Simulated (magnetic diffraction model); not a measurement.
**PrBiAu₂Br₁₂: the ordered moment from one line**

Space group P-1 (no. 2), a = 7.3920 Å, b = 10.5520 Å, c = 14.6510 Å, α = 104.71°, β = 95.38°, γ = 109.46°.

```
site  atom       x       y       z
  2i    Bi  0.3882  0.0776  0.3789
  1h    Au     1/2     1/2     1/2
  1a    Au       0       0       0
  2i    Au  0.7019  0.3742  0.2371
  2i    Pr  0.0340  0.6824  0.1278
  2i    Br  0.2670  0.5624  0.0229
  2i    Br  0.2833  0.6246  0.4967
  2i    Br  0.2439  0.9476  0.5118
  2i    Br  0.2596  0.2003  0.9709
  2i    Br  0.7533  0.1592  0.2533
  2i    Br  0.2294  0.2921  0.4920
  2i    Br  0.3668  0.2669  0.2434
  2i    Br  0.2421  0.9025  0.0364
  2i    Br  0.0144  0.9531  0.2764
  2i    Br  0.6643  0.5832  0.2243
  2i    Br  0.0395  0.4716  0.2190
  2i    Br  0.4066  0.8212  0.2584
```

The compound is invented for this exercise: a known structure type with other elements, its cell scaled to their sizes and not relaxed.

Only Pr is taken to order (form factors of Pr3+); orders and moment sizes are assumed, and not adapted to the symmetry. Radiation: neutrons of λ = 2.36 Å, 3° to 30°; isotropic B of 0.22 Å² (Bi), 0.3 Å² (Au), 0.24 Å² (Pr) and 0.36 Å² (Br). Simulated constant-wavelength pattern: nuclear and magnetic terms add, the magnetic one as |2.695 fm × Σ f S⊥ exp(2πi Q·r) exp(−B s²)|², summed over all Q at one angle with the factor 1/(sin²θ cos θ). For collinear order S is the moment m, which repeats by lattice and centring translations R with the sign exp(−2πi k·R). Free-ion form factors, Sears's scattering lengths of 1992, no absorption; a label names one of the reflections at its angle. The strongest nuclear line in the range is 100, and lines under 0.2 are left out.

In a first state the assumed order is k = (0 1/2 1/2), collinear moments along [001], 2 μB on Pr; signs + at (0.0340, 0.6824, 0.1278), − at (0.9660, 0.3176, 0.8722), with this pattern:

```
2θ (°)         index  nuclear  magnetic
  7.32  (0 1/2 -1/2)      0.0      57.1
  9.74       (0 0 1)      5.2       0.0
  9.79   (0 1/2 1/2)      0.0      13.4
 14.20  (0 1/2 -3/2)      0.0       0.8
 14.30       (0 1 0)      1.5       0.0
 14.66      (0 1 -1)     11.2       0.0
 18.16   (0 1/2 3/2)      0.0       0.3
 18.65  (-1 1/2 1/2)      0.0       7.3
 19.53  (1 -1/2 1/2)      0.0      12.8
 19.65       (0 1 1)     23.9       0.0
 19.88       (1 0 0)     14.5       0.0
 20.37      (1 0 -1)     58.3       0.0
 20.44      (0 1 -2)     14.2       0.0
 20.56  (0 3/2 -1/2)      0.0       0.7
 21.84      (1 -1 1)     77.6       0.0
 22.07  (0 3/2 -3/2)      0.0       4.8
```
(The table stops after 16 lines; 30 more lie at higher angle.)

**Question.** Nearer the ordering temperature the line at 7.32° has total intensity 5.1 on the same scale, and all moments have shrunk alike. How large is the Pr moment?

The nuclear part, 0.0, stays, so the magnetic part is 5.1 against 57.1. It goes as m², so m = 2 × √(5.1/57.1) = 0.60 μB; the value used was 0.6 μB.

[Logs are printed without paths, hosts, clocks, repeated set-up lines and the standing remarks that a program may print on its own settings, such as how far it seeks lower states.]
